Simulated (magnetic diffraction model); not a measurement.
# Solving a magnetic structure from powder neutron data: DyNbS2O2

Space group C2/c (no. 15), a = 8.2230 Å, b = 12.4810 Å, c = 5.7600 Å, β = 131.54°.

| site | atom | x | y | z |
| --- | --- | --- | --- | --- |
| 4e | Dy | 1/2 | 0.8766 | 1/4 |
| 4e | Nb | 0 | 0.8990 | 1/4 |
| 8f | S | 0.8538 | 0.7926 | 0.3570 |
| 8f | O | 0.7480 | 0.9690 | 0.7836 |

This is a made-up structure (elements placed in a structure type, unrelaxed), so the numbers test the method and describe no known phase.

Only Dy is taken to order (form factors of Dy3+); orders and moment sizes are assumed, and not adapted to the symmetry. Radiation: neutrons of λ = 2.41 Å (absorption by Dy left out), 3° to 55°; isotropic B of 0.55 Å² (Dy), 0.47 Å² (Nb), 0.86 Å² (S) and 0.99 Å² (O). The intensities are simulated: I ∝ L Σ (|F_N|² + |F_M⊥|²) for unpolarised neutrons, with F_M = 2.695 fm/μB × Σ f(s) S exp(2πi Q·r) exp(−B s²) at Q = H ± k (one set where k and −k are equivalent), only the part normal to Q counting and L = 1/(sin²θ cos θ). For collinear order S is the moment m, which repeats by lattice and centring translations R with the sign exp(−2πi k·R). Form factors are spin-only for 3d ions and dipole or tabulated for f ions, scattering lengths are Sears's of 1992, and absorption is left out. A label names one of the reflections at its angle. The strongest nuclear line in the range is 100, and lines under 0.2 are left out.

Above the ordering temperature:

```
2θ (°)     index      I
 22.27   (0 2 0)   16.8
 25.22   (1 1 0)   12.2
 26.67  (1 1 -1)   18.3
 39.72   (0 2 1)   76.4
 40.93   (1 3 0)    6.9
 41.16  (2 2 -1)  100.0
 41.89  (1 3 -1)    2.5
 45.44   (0 4 0)    9.0
 46.10   (2 0 0)    7.6
 49.53  (2 0 -2)    3.5
 51.77   (2 2 0)    4.8
 52.89   (1 1 1)    0.8
 54.94  (2 2 -2)    0.5
```

Below it (cell unchanged):

| 2θ (°) | I |
| --- | --- |
| 16.07 | 100.0 |
| 20.25 | 38.0 |
| 22.27 | 16.8 |
| 25.22 | 12.2 |
| 26.67 | 18.3 |
| 27.58 | 65.7 |
| 36.92 | 2.5 |
| 37.53 | 27.1 |
| 37.90 | 26.6 |
| 38.99 | 3.6 |
| 39.57 | 24.8 |
| 39.72 | 76.4 |
| 40.93 | 6.9 |
| 41.16 | 100.0 |
| 41.89 | 2.5 |
| 43.54 | 9.3 |
| 45.36 | 9.6 |
| 45.44 | 9.0 |
| 46.10 | 7.6 |
| 48.50 | 19.5 |
| 49.53 | 3.5 |
| 49.57 | 9.3 |
| 49.91 | 16.1 |
| 51.56 | 15.1 |
| 51.77 | 4.8 |
| 52.89 | 0.8 |
| 53.63 | 0.8 |
| 54.94 | 0.5 |
| 54.98 | 14.8 |

**Question.** Find the propagation vector, then choose among these models:
A. collinear moments along [111], 7.8 μB on Dy; signs + at (1/2, 0.8766, 1/4), − at (0, 0.6234, 3/4)
B. collinear moments along [100], 7.8 μB on Dy; signs + at (1/2, 0.8766, 1/4), + at (0, 0.6234, 3/4)
C. collinear moments along [100], 7.8 μB on Dy; signs + at (1/2, 0.8766, 1/4), − at (0, 0.6234, 3/4)
D. collinear moments along [111], 7.8 μB on Dy; signs + at (1/2, 0.8766, 1/4), + at (0, 0.6234, 3/4)

The new lines index as (0 0 1/2) at 16.07°, (1 1 -1/2) at 20.25°, (0 2 1/2) at 27.58° and (2 0 -1/2) at 36.92°, that is as H ± k with k = (0 0 1/2). Half indices mean that the moments reverse under translations with k·R a half-integer, and the magnetic cell has twice the primitive volume.

Magnetic intensity, observed (below minus above) and for each model:

| 2θ (°) | index | observed | A | B | C | D |
| --- | --- | --- | --- | --- | --- | --- |
| 20.25 | (1 1 -1/2) | 38.0 | 117.1 | 38.0 | 38.0 | 56.6 |
| 27.58 | (0 2 1/2) | 65.7 | 28.2 | 65.7 | 65.7 | 29.6 |
| 36.92 | (2 0 -1/2) | 2.5 | 14.7 | 2.5 | 2.5 | 14.7 |
| 37.53 | (1 -1 1/2) | 27.1 | 18.7 | 27.1 | 27.1 | 33.5 |
| 37.90 | (-1 3 1/2) | 26.6 | 4.3 | 26.6 | 26.6 | 18.6 |
| 48.50 | (0 4 1/2) | 19.5 | 5.7 | 19.5 | 19.5 | 5.2 |
| 49.91 | (1 3 1/2) | 16.1 | 16.6 | 16.1 | 16.1 | 2.7 |
| 53.63 | (-3 1 3/2) | 0.8 | 12.0 | 0.8 | 0.8 | 15.5 |

Models B and C match alike on every line, so these data can't choose among them (such ties are often domains of one structure).

The structure used: k = (0 0 1/2), collinear moments along [100], 7.8 μB on Dy; signs + at (1/2, 0.8766, 1/4), + at (0, 0.6234, 3/4).

[Logs are printed without paths, hosts, clocks, repeated set-up lines and the standing remarks that a program may print on its own settings, such as how far it seeks lower states.]
